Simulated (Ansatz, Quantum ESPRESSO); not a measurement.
## VSi3 (Pm-3m): zone-centre phonons: relaxing the cell and atoms

Quantum ESPRESSO 7.5; DFT LDA, scalar-relativistic, plane waves, GBRV ultrasoft pseudopotentials.

The structure was built from a prototype and need not be the compound's stable phase.

It takes space group Pm-3m (No. 221, cubic). The conventional cell has a = 3.834 Å, b = 3.834 Å, c = 3.834 Å, α = 90.00°, β = 90.00°, γ = 90.00°. Nearest to V lie 12 Si at 2.71 Å. Si has 4 V at 2.71 Å and 8 Si at 2.71 Å nearest. Farther neighbours are not listed.

Relaxation path:

| step | energy less that of the first step (eV) | largest force (eV/Å) | pressure (GPa) | volume (Å³) |
| --- | --- | --- | --- | --- |
| 1 | 0.0000 | 0.0000 | -12.85 | 56.35 |
| 2 | -0.2190 | 0.0000 | -6.13 | 52.74 |
| 3 | -0.2631 | 0.0000 | 1.63 | 49.83 |
| 4 | -0.2660 | 0.0000 | -0.12 | 50.41 |
| 5 | -0.2660 | 0.0000 | 0.00 | 50.37 |
| 6 | -0.2660 | 0.0000 | 0.00 | 50.37 |
| 7 | -0.2655 | 0.0000 | -0.01 | 50.37 |

```csv
"conventional cell, symmetrised",before,after,change
a (Å),3.834,3.693,-3.7 %
b (Å),3.834,3.693,-3.7 %
c (Å),3.834,3.693,-3.7 %
volume (Å³/atom),14.09,12.59,-10.6 %
```

The relaxed structure:

```cif
data_structure
_symmetry_space_group_name_H-M 'P 1'
_symmetry_Int_Tables_number 1
_cell_length_a 3.6932
_cell_length_b 3.6932
_cell_length_c 3.6932
_cell_angle_alpha 90.000
_cell_angle_beta 90.000
_cell_angle_gamma 90.000
_cell_volume 50.37
loop_
_atom_site_label
_atom_site_type_symbol
_atom_site_fract_x
_atom_site_fract_y
_atom_site_fract_z
_atom_site_occupancy
V1 V 0.00000 0.00000 0.00000 1
Si2 Si 0.00000 0.50000 0.50000 1
Si3 Si 0.50000 0.00000 0.50000 1
Si4 Si 0.50000 0.50000 0.00000 1
```

The last row of the table of steps is pw.x's closing run on a basis chosen anew for the final cell, so its energy can jump.

This step gave:

```
volume per atom : 12.59 Å³
pressure        : -0.008 GPa
```

The volume changes by -10.6 % from the cell with which this run began.

Q: Write an input that reproduces this.

The system, level and task follow from the heading and the kind of results. Meshes, cutoffs and thresholds can't be read from the results; these are the ones that the run used.

relax.in

```
&CONTROL
  calculation   = 'vc-relax'
  prefix        = 'x'
  outdir        = './tmp'
  pseudo_dir    = './pseudo'
  tprnfor       = .true.
  tstress       = .true.
  forc_conv_thr = 2.0d-05
  etot_conv_thr = 1.0d-07
  nstep         = 40
/
&SYSTEM
  ibrav       = 1
  celldm(1)   = 7.24494865
  nat         = 4
  ntyp        = 2
  ecutwfc     = 48
  ecutrho     = 288.0
  occupations = 'smearing'
  smearing    = 'mv'
  degauss     = 0.02
/
&ELECTRONS
  conv_thr         = 1.0d-11
  mixing_beta      = 0.7
  electron_maxstep = 100
/
&IONS
/
&CELL
  press_conv_thr = 0.2
/
ATOMIC_SPECIES
 V      50.9415  V.upf
 Si     28.0850  Si.upf
ATOMIC_POSITIONS crystal
 V      0.000000000   0.000000000   0.000000000
 Si     0.000000000   0.500000000   0.500000000
 Si     0.500000000   0.000000000   0.500000000
 Si     0.500000000   0.500000000   0.000000000
K_POINTS automatic
 8 8 8 0 0 0
```

Run with:

```bash
$ OMP_NUM_THREADS=1 mpirun -n 4 pw.x -nk 4 -in relax.in > relax.out
```

[Host names and launcher messages were left out of these logs when they were recorded.]

[Logs are printed without paths, hosts, clocks, repeated set-up lines and the standing remarks that a program may print on its own settings, such as how far it seeks lower states.]

[Hosts, paths, dates, database ids (printed as entryN), source tags and the programs' standing remarks are cut or masked in the printed files.]
